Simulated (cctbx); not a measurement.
**A crystallographic session in cctbx: ZnCu2Se4**

Library: cctbx 2025.11. The data are simulated by the first script.

## 1. Simulate the data

run.py:

```python
from cctbx import adptbx, crystal, miller, sgtbx, xray
from cctbx.array_family import flex
from iotbx.shelx import hklf
from scitbx import matrix
import scitbx.random

cs = crystal.symmetry(unit_cell=(12.646, 3.71, 6.139, 90, 118.75, 90), space_group_symbol='Hall: -C 2y')  # C2/m
atoms = [  # label, site, U (iso, or U11 U22 U33 U12 U13 U23 in A^2), occupancy
    ("Se1", (0.1405, 0.5, 0.9747), (0.0148, 0.0150, 0.0166, 0.0000, 0.0061, 0.0000), 1),
    ("Se2", (0.3708, 0.5, 0.5399), (0.0184, 0.0147, 0.0187, 0.0000, 0.0104, 0.0000), 1),
    ("Zn1", (0, 0, 0), (0.0124, 0.0118, 0.0117, 0.0000, 0.0058, 0.0000), 1),
    ("Cu1", (0.2389, 0.5, 0.7158), (0.0168, 0.0165, 0.0153, 0.0000, 0.0088, 0.0000), 1),
]
xs = xray.structure(crystal_symmetry=cs)
for label, site, u, occ in atoms:
    u = adptbx.u_cif_as_u_star(cs.unit_cell(), u) if isinstance(u, tuple) else u
    xs.add_scatterer(xray.scatterer(label, site=site, u=u, occupancy=occ))
xs.set_inelastic_form_factors(0.6889, "sasaki")
xs.show_summary()
p1 = xs.expand_to_p1()
ms = miller.build_set(p1, anomalous_flag=True, d_min=0.84)
flex.set_random_seed(258542)
scitbx.random.set_random_seed(258542)
ms = ms.select(flex.random_double(ms.size()) < 0.5)
i = ms.structure_factors_from_scatterers(p1, algorithm="direct").f_calc().as_intensity_array().data()
i = i * 20000 / flex.max(i)
sig = flex.sqrt(i + flex.pow2(0.04 * i) + 4 ** 2)
noise = scitbx.random.variate(scitbx.random.normal_distribution())(i.size())
data = ms.array(data=i + sig * noise, sigmas=sig).set_observation_type_xray_intensity()
with open("data.hkl", "w") as f:
    data.export_as_shelx_hklf(f)
print("reflections written:", data.size(), " <I/sigma> = %.1f" % flex.mean(data.data() / data.sigmas()))
for h, a, b in list(data.sort("data"))[:12]:
    print("%4d%4d%4d %9.1f %7.1f" % (h + (a, b)))
```

```console
$ python run.py
```

```text
Number of scatterers: 4
At special positions: 4
Unit cell: (12.646, 3.71, 6.139, 90, 118.75, 90)
Space group: C 1 2/m 1 (No. 12)
reflections written: 904  <I/sigma> = 7.2
   0  -2   0   20583.0   812.4
  -3   1   3   19039.2   735.6
  -3  -1   3   18259.9   735.6
   3  -1  -3   17327.8   735.6
   6   0  -2   14970.0   608.9
  -4   0   2   10218.8   412.1
   4   0  -2    9678.5   412.1
  -8   0   0    9470.4   399.6
   6  -2  -2    8984.5   359.3
  -6   2   2    8781.4   359.3
  -6  -2   2    8550.0   359.3
   7  -1  -1    7872.1   325.2
```

Run time: 0.34 s on 1 thread of Arm Neoverse N1, with other jobs on the host, peak memory 0.07 GiB.

## 2. Symmetry

run.py:

```python
from cctbx import crystal, sgtbx, statistics
from cctbx.array_family import flex
from iotbx.shelx import hklf

p1 = crystal.symmetry(unit_cell=(12.646, 3.71, 6.139, 90, 118.75, 90), space_group_symbol="P 1")
raw = hklf.reader(file_name="data.hkl").as_miller_arrays(crystal_symmetry=p1, anomalous=True)[0]
print(raw.size(), "reflections to d = %.3f A" % raw.d_min())
isig = raw.data() / raw.sigmas()
print("centring   violations  <I/sigma> of those")
best = "P"
for c in "ABCIRF":
    a = raw.customized_copy(space_group_info=sgtbx.space_group_info("Hall: %s 1" % c)).sys_absent_flags().data()
    m = flex.mean(isig.select(a))
    print("%5s %10d of %5d %8.1f" % (c, (isig.select(a) > 4).count(True), a.count(True), m))
    if (isig.select(a) > 4).count(True) < 0.01 * a.count(True):
        best = c
raw = raw.select(~raw.customized_copy(space_group_info=sgtbx.space_group_info("Hall: %s 1" % best)).sys_absent_flags().data())
isig = raw.data() / raw.sigmas()
rows = []
for s in sgtbx.space_group_symbol_iterator():
    g = sgtbx.space_group(s)
    if g.conventional_centring_type_symbol() != best or not g.is_compatible_unit_cell(p1.unit_cell(), 1e-3, 0.02):
        continue
    rows.append((s, g))
print("Laue class    unique    Rint  (classes that these axes allow; Friedel mates merged)")
rint = {}
for s, g in rows:
    laue = g.build_derived_patterson_group()
    key = laue.type().hall_symbol()
    if key not in rint:
        m = raw.customized_copy(space_group_info=laue.info(), anomalous_flag=False).merge_equivalents()
        rint[key] = m.r_int()
        print("%-14s %6d %7.3f" % (laue.type().lookup_symbol(), m.array().size(), m.r_int()))
floor = min(rint.values())
good = [(s, g) for s, g in rows if rint[g.build_derived_patterson_group().type().hall_symbol()] < 2 * floor + 0.03]
top = max(g.build_derived_patterson_group().order_z() for s, g in good)
print("space group    extra absences  I>4sigma  <I/sigma>")
for s, g in good:
    laue = g.build_derived_patterson_group()
    if laue.order_z() != top:
        continue
    a = raw.customized_copy(space_group_info=g.info()).sys_absent_flags().data()
    a &= ~raw.customized_copy(space_group_info=laue.info()).sys_absent_flags().data()
    bad = (isig.select(a) > 4).count(True)
    if bad <= 0.03 * a.count(True):
        print("%-16s %8d %10d %9s  %s" % (s.universal_hermann_mauguin(), a.count(True), bad, "%.1f" % flex.mean(isig.select(a)) if a.count(True) else "-", "centric" if g.is_centric() else "acentric"))
laue = max(good, key=lambda t: t[1].build_derived_patterson_group().order_z())[1].build_derived_patterson_group()
f = raw.customized_copy(space_group_info=laue.info(), anomalous_flag=False).merge_equivalents().array().eliminate_sys_absent().f_sq_as_f()
f.set_observation_type_xray_amplitude()
bins = max(3, min(8, f.size() // 12))
f.setup_binner(n_bins=bins)
w = statistics.wilson_plot(f, {e: n / laue.order_z() for e, n in {'Se': 8.0, 'Zn': 2.0, 'Cu': 4.0}.items()}, e_statistics=True)
print("Wilson B = %.2f A^2   <|E^2-1|> = %.3f (0.968 centric, 0.736 acentric)   E^2>4: %.1f %%" % (w.wilson_b, w.mean_e_sq_minus_1, w.percent_e_sq_gt_2))
print("shell (A)         n   <I/sigma>")
m = raw.customized_copy(space_group_info=laue.info(), anomalous_flag=False).merge_equivalents().array().eliminate_sys_absent()
for b in m.setup_binner(n_bins=bins).range_used():
    sel = m.binner().selection(b)
    print("%5.2f - %4.2f %6d %8.1f" % (min(m.binner().bin_d_range(b)[0] if m.binner().bin_d_range(b)[0] > 0 else 99, 99), m.binner().bin_d_range(b)[1], sel.count(True), flex.mean((m.data() / m.sigmas()).select(sel))))
```

```console
$ python run.py
```

```text
904 reflections to d = 0.840 A
centring   violations  <I/sigma> of those
    A        193 of   447      5.9
    B        193 of   468      5.6
    C          0 of   453      0.0
    I        200 of   461      6.9
    R        274 of   620      7.1
    F        193 of   684      3.9
Laue class    unique    Rint  (classes that these axes allow; Friedel mates merged)
C 1 2/m 1         235   0.030
space group    extra absences  I>4sigma  <I/sigma>
C 1 2 1                 0          0         -  acentric
C 1 m 1                 0          0         -  acentric
C 1 2/m 1               0          0         -  centric
Wilson B = 0.97 A^2   <|E^2-1|> = 1.064 (0.968 centric, 0.736 acentric)   E^2>4: 6.8 %
shell (A)         n   <I/sigma>
 5.54 - 1.67     31     20.0
 1.67 - 1.33     29     22.2
 1.33 - 1.16     36     17.3
 1.16 - 1.06     26     21.5
 1.06 - 0.98     32     16.8
 0.98 - 0.92     21     16.0
 0.92 - 0.88     31     14.2
 0.88 - 0.84     29     17.1
```

Time: 0.34 s.

## 3. Patterson map

run.py:

```python
from cctbx import crystal, maptbx
from iotbx.shelx import hklf

cs = crystal.symmetry(unit_cell=(12.646, 3.71, 6.139, 90, 118.75, 90), space_group_symbol='Hall: -C 2y')  # C2/m
raw = hklf.reader(file_name="data.hkl").as_miller_arrays(crystal_symmetry=cs, anomalous=True)[0]
merged = raw.eliminate_sys_absent().merge_equivalents()
fo2 = merged.array().set_observation_type_xray_intensity()
f = fo2.average_bijvoet_mates().f_sq_as_f()
pm = f.patterson_map(symmetry_flags=maptbx.use_space_group_symmetry, sharpening=False, resolution_factor=0.25)
peaks = pm.peak_search(parameters=maptbx.peak_search_parameters(min_distance_sym_equiv=0.4, max_clusters=14)).all()
top = peaks.heights()[0]
print("Patterson group", f.patterson_symmetry().space_group_info())
print("      u       v       w   height  length (A)")
for x, h in zip(peaks.sites(), peaks.heights()):
    y = [t - round(t) for t in x]
    print("%7.3f %7.3f %7.3f %8.1f %8.2f" % (x + (1000 * h / top, cs.unit_cell().length(y))))
```

```console
$ python run.py
```

```text
Patterson group C 1 2/m 1
      u       v       w   height  length (A)
  0.000   0.000   0.000   1000.0     0.00
  0.000   0.500   0.500    700.2     3.59
  0.115   0.500   0.280    465.8     2.47
  0.115   0.000   0.782    392.2     2.41
  0.232   0.000   0.561    339.0     4.84
  0.126   0.000   0.451    331.7     2.44
  0.139   0.500   0.968    308.1     2.63
  0.233   0.500   0.064    296.5     3.35
  0.239   0.500   0.716    271.0     4.55
  0.070   0.000   0.240     92.5     1.31
 -0.003   0.500   0.110     90.9     1.98
  0.026   0.000   0.424     87.9     2.46
  0.069   0.500   0.741     75.3     2.84
  0.125   0.500   0.678     65.6     3.59
```

Time: 0.35 s.

## 4. Charge flipping

run.py:

```python
import itertools
from cctbx import crystal, maptbx
from cctbx.array_family import flex
from iotbx.shelx import hklf
from smtbx.ab_initio import charge_flipping as cf

cs = crystal.symmetry(unit_cell=(12.646, 3.71, 6.139, 90, 118.75, 90), space_group_symbol='Hall: -C 2y')  # C2/m
raw = hklf.reader(file_name="data.hkl").as_miller_arrays(crystal_symmetry=cs, anomalous=True)[0]
merged = raw.eliminate_sys_absent().merge_equivalents()
fo2 = merged.array().set_observation_type_xray_intensity()
f = fo2.average_bijvoet_mates().f_sq_as_f().resolution_filter(d_min=0.84)
p1 = f.expand_to_p1()
p1.setup_binner_counting_sorted(reflections_per_bin=max(40, p1.size() // 12))
work = p1.array(data=p1.data() / p1.amplitude_quasi_normalisations().data())
flex.set_random_seed(72886)
it = cf.weak_reflection_improved_iterator(delta=None, weak_reflection_fraction=0.1)
it.start(work, phases=flex.random_double(p1.size()) * 6.2832, f_000=0)
it.delta = 1.2 * it.rho_map.sigma()
print("cycle      R  skewness")
for n, st in enumerate(itertools.islice(it, 100)):
    if n % 8 == 0:
        print("%5d %6.3f %8.2f" % (n, st.r1_factor(), st.rho_map.skewness()))
rho = p1.phase_transfer(it.f_calc).fft_map().apply_volume_scaling()
polish = cf.low_density_elimination_iterator(constant_rho_c=rho.sigma())
polish.start(f_obs=p1, phases=it.f_calc, f_000=0)
for _ in range(8):
    next(polish)
print("origin shift          correlation  skewness")
maps = []
for fc, shift, cc in itertools.islice(cf.f_calc_symmetrisations(f, polish.f_calc, 0), 4):
    m = f.phase_transfer(fc).fft_map(symmetry_flags=maptbx.use_space_group_symmetry, resolution_factor=0.25).apply_sigma_scaling()
    maps.append((m.skewness(), cc, m))
    print("%6.3f %6.3f %6.3f %10.3f %9.2f" % (tuple(shift) + (cc, m.skewness())))
skew, cc, m = max((t for t in maps if t[1] > maps[0][1] - 0.04), key=lambda t: t[0])
print("taken: symmetry correlation %.3f, skewness %.2f" % (cc, skew))
peaks = m.peak_search(parameters=maptbx.peak_search_parameters(min_distance_sym_equiv=0.9, max_clusters=9)).all()
sps = cs.special_position_settings(min_distance_sym_equiv=0.5)
print("peak      x       y       z  mult  height/sigma")
for k, (x, h) in enumerate(zip(peaks.sites(), peaks.heights())):
    ss = sps.site_symmetry(x)
    print("Q%-3d %7.4f %7.4f %7.4f %4d %8.1f" % ((k + 1,) + tuple(t % 1 for t in ss.exact_site()) + (ss.multiplicity(), h)))
```

```console
$ python run.py
```

```text
cycle      R  skewness
    0  0.561     0.38
    8  0.476     1.44
   16  0.493     1.28
   24  0.489     1.29
   32  0.489     1.27
   40  0.485     1.32
   48  0.492     1.25
   56  0.481     1.22
   64  0.465     1.51
   72  0.469     1.18
   80  0.446     1.29
   88  0.487     1.23
   96  0.457     1.14
origin shift          correlation  skewness
 0.367  0.038  0.293      0.917      1.94
 0.116  0.039  0.039      0.915      1.80
 0.059  0.037  0.145      0.899      2.00
 0.308  0.038  0.393      0.899      1.61
taken: symmetry correlation 0.899, skewness 2.00
peak      x       y       z  mult  height/sigma
Q1    0.1295  0.5000  0.1341    4      8.7
Q2    0.2323  0.5000  0.5466    4      6.8
Q3    0.2366  0.0000  0.0271    4      5.7
Q4    0.0968  0.0000  0.5378    4      5.5
Q5    0.0000  0.0000  0.5000    2      4.6
Q6    0.0308  0.0000  0.8794    4      4.3
Q7    0.0000  0.5000  0.0000    2      3.7
Q8    0.1100  0.5000  0.7612    4      2.9
Q9    0.1192  0.0000  0.2629    4      2.9
```

Time: 0.41 s.

## 5. Refinement (model from the peaks)

run.py:

```python
import math
from cctbx import adptbx, crystal, maptbx, sgtbx, xray
from cctbx.array_family import flex
from cctbx.xray import observations
from iotbx.shelx import hklf
from scitbx.lstbx import normal_eqns_solving
from smtbx import absolute_structure, utils
from smtbx.refinement import constraints, least_squares

cs = crystal.symmetry(unit_cell=(12.646, 3.71, 6.139, 90, 118.75, 90), space_group_symbol='Hall: -C 2y')  # C2/m
atoms = [  # label, site, U (iso, or U11 U22 U33 U12 U13 U23 in A^2), occupancy
    ("Cu1", (0.1295, 0.5, 0.1341), 0.0200, 1),
    ("Se1", (0.2323, 0.5, 0.5466), 0.0200, 1),
    ("Se2", (0.2366, 0, 0.0271), 0.0200, 1),
    ("Zn1", (0, 0, 0.5), 0.0200, 1),
]
xs = xray.structure(crystal_symmetry=cs)
for label, site, u, occ in atoms:
    u = adptbx.u_cif_as_u_star(cs.unit_cell(), u) if isinstance(u, tuple) else u
    xs.add_scatterer(xray.scatterer(label, site=site, u=u, occupancy=occ))
xs.set_inelastic_form_factors(0.6889, "sasaki")
raw = hklf.reader(file_name="data.hkl").as_miller_arrays(crystal_symmetry=cs, anomalous=True)[0]
merged = raw.eliminate_sys_absent().merge_equivalents()
fo2 = merged.array().set_observation_type_xray_intensity()
print("Rint %.3f, %d unique reflections to %.2f A" % (merged.r_int(), fo2.size(), fo2.d_min()))
for sc in xs.scatterers():
    sc.flags.set_grad_site(True)
    sc.flags.set_grad_u_aniso(sc.flags.use_u_aniso())
    sc.flags.set_grad_u_iso(sc.flags.use_u_iso())
obs = fo2.as_xray_observations()
extra = {}
rep = constraints.reparametrisation(xs, [], utils.connectivity_table(xs), **extra)
ls = least_squares.crystallographic_ls(obs, rep, weighting_scheme=least_squares.mainstream_shelx_weighting(a=0, b=0))
print("cycle     R1     wR2    GooF  max shift (A)")
for cycle in range(6):
    ls.build_up()
    r1, wr2, goof = ls.r1_factor(cutoff_factor=2)[0], ls.wR2(), ls.goof()
    old = xs.sites_cart()
    normal_eqns_solving.levenberg_marquardt_iterations(ls, n_max_iterations=3, tau=0.0001, step_threshold=1e-7)
    big = flex.max((xs.sites_cart() - old).norms())
    print("%4d %7.4f %7.4f %7.3f %9.5f" % (cycle + 1, r1, wr2, goof, big))
    ls.build_up(objective_only=True)
    if abs(ls.wR2() - wr2) < 5e-5 and big < 5e-4:
        break
ls.build_up()
print("final R1 %.4f wR2 %.4f GooF %.3f  parameters %d  data/parameter %.1f" % (ls.r1_factor(cutoff_factor=2)[0], ls.wR2(), ls.goof(), ls.n_parameters, fo2.size() / ls.n_parameters))
cov = ls.covariance_matrix_and_annotations()
su = dict(zip(cov.annotations, (math.sqrt(max(v, 0)) for v in cov.matrix.matrix_packed_u_diagonal())))
a2 = cs.unit_cell().reciprocal_parameters()[0] ** -2
print("atom        x        y        z      Ueq    occ   su(xyz)  su(Uiso or U11)")
for sc in xs.scatterers():
    s = max(su.get(sc.label + k, 0) for k in (".x", ".y", ".z"))
    npd = "" if sc.is_positive_definite_u(cs.unit_cell()) else "  NPD"
    print("%-5s %8.5f %8.5f %8.5f %8.4f %6.3f %8.5f %7.4f%s" % ((sc.label,) + sc.site + (sc.u_iso_or_equiv(cs.unit_cell()), sc.occupancy, s, su.get(sc.label + ".uiso", su.get(sc.label + ".u11", 0) * a2), npd)))
fo = fo2.f_sq_as_f()
fc = fo.structure_factors_from_scatterers(xs, algorithm="direct").f_calc()
diff = fo.f_obs_minus_f_calc(1 / math.sqrt(ls.scale_factor()), fc).average_bijvoet_mates()
m = diff.fft_map(symmetry_flags=maptbx.use_space_group_symmetry, resolution_factor=0.25).apply_volume_scaling()
print("difference map: max %.2f min %.2f rms %.2f" % (m.statistics().max(), m.statistics().min(), m.statistics().sigma()))
peaks = m.peak_search(parameters=maptbx.peak_search_parameters(min_distance_sym_equiv=0.6, max_clusters=5)).all()
near = xs.closest_distances(peaks.sites(), distance_cutoff=4)
sps = cs.special_position_settings(min_distance_sym_equiv=0.5)
for k, (x, h) in enumerate(zip(peaks.sites(), peaks.heights())):
    ss = sps.site_symmetry(x)
    print("Q%-3d %7.4f %7.4f %7.4f %4d %7.2f  %.2f A from %s" % ((k + 1,) + tuple(t % 1 for t in ss.exact_site()) + (ss.multiplicity(), h, near.smallest_distances[k], xs.scatterers()[near.i_seqs[k]].label)))
```

```console
$ python run.py
```

```text
Rint 0.030, 235 unique reflections to 0.84 A
cycle     R1     wR2    GooF  max shift (A)
   1  0.7501  0.9430  20.143   0.22342
   2  0.6338  0.8690  18.562   0.03638
   3  0.6327  0.8662  18.502   0.01959
   4  0.6323  0.8656  18.490   0.01034
   5  0.6319  0.8655  18.487   0.00490
   6  0.6318  0.8655  18.486   0.00222
final R1 0.6317 wR2 0.8654 GooF 18.486  parameters 10  data/parameter 23.5
atom        x        y        z      Ueq    occ   su(xyz)  su(Uiso or U11)
Cu1    0.14526  0.50000  0.17235   0.0559  1.000  0.00892  0.0195
Se1    0.23055  0.50000  0.54725   0.0196  1.000  0.00573  0.0088
Se2    0.23688  0.00000  0.05555   0.0241  1.000  0.00604  0.0088
Zn1    0.00000  0.00000  0.50000   0.0037  1.000  0.00000  0.0104
difference map: max 99.70 min -71.35 rms 13.75
Q1    0.2395  0.5000  0.5574    4  104.44  0.10 A from Se1
Q2    0.0000  0.0000  0.5000    2   98.51  0.00 A from Zn1
Q3    0.2352  0.0000  0.0522    4   98.32  0.02 A from Se2
Q4    0.1418  0.5000  0.1588    4   71.21  0.07 A from Cu1
Q5    0.1437  0.0000  0.6592    4   53.14  1.60 A from Zn1
```

Time: 0.67 s.

Figures of merit this high mean that the model is still wrong or incomplete.

## 6. Charge flipping

run.py, as its changes from the last script of this kind:

```diff
@@ -13,3 +13,2 @@
-p1.setup_binner_counting_sorted(reflections_per_bin=max(40, p1.size() // 12))
-work = p1.array(data=p1.data() / p1.amplitude_quasi_normalisations().data())
-flex.set_random_seed(72886)
+work = p1
+flex.set_random_seed(72887)
@@ -20,2 +19,2 @@
-for n, st in enumerate(itertools.islice(it, 100)):
-    if n % 8 == 0:
+for n, st in enumerate(itertools.islice(it, 200)):
+    if n % 16 == 0:
```

```console
$ python run.py
```

```text
cycle      R  skewness
    0  0.552     0.43
   16  0.419     1.61
   32  0.450     1.50
   48  0.472     1.45
   64  0.444     1.47
   80  0.430     1.38
   96  0.438     1.29
  112  0.435     1.45
  128  0.441     1.42
  144  0.421     1.45
  160  0.417     1.36
  176  0.439     1.37
  192  0.441     1.27
origin shift          correlation  skewness
 0.110  0.428  0.380      0.906      1.53
 0.360  0.429  0.131      0.905      1.55
 0.354  0.430  0.301      0.900      1.52
 0.422  0.429  0.021      0.908      2.07
taken: symmetry correlation 0.908, skewness 2.07
peak      x       y       z  mult  height/sigma
Q1    0.1310  0.5000  0.7536    4      8.5
Q2    0.1128  0.0000  0.6559    4      7.0
Q3    0.0099  0.0000  0.2153    4      6.8
Q4    0.1175  0.0000  0.2369    4      5.0
Q5    0.2352  0.5000  0.4959    4      4.6
Q6    0.2296  0.5000  0.9476    4      3.9
Q7    0.1729  0.5000  0.2340    4      3.1
Q8    0.0000  0.1505  0.5000    4      2.9
Q9    0.1133  0.5000  0.5229    4      2.3
```

It took 0.44 s on 1 thread of Arm Neoverse N1 (shared host), peak memory 0.07 GiB.

[Logs are printed without paths, hosts, clocks, repeated set-up lines and the standing remarks that a program may print on its own settings, such as how far it seeks lower states.]
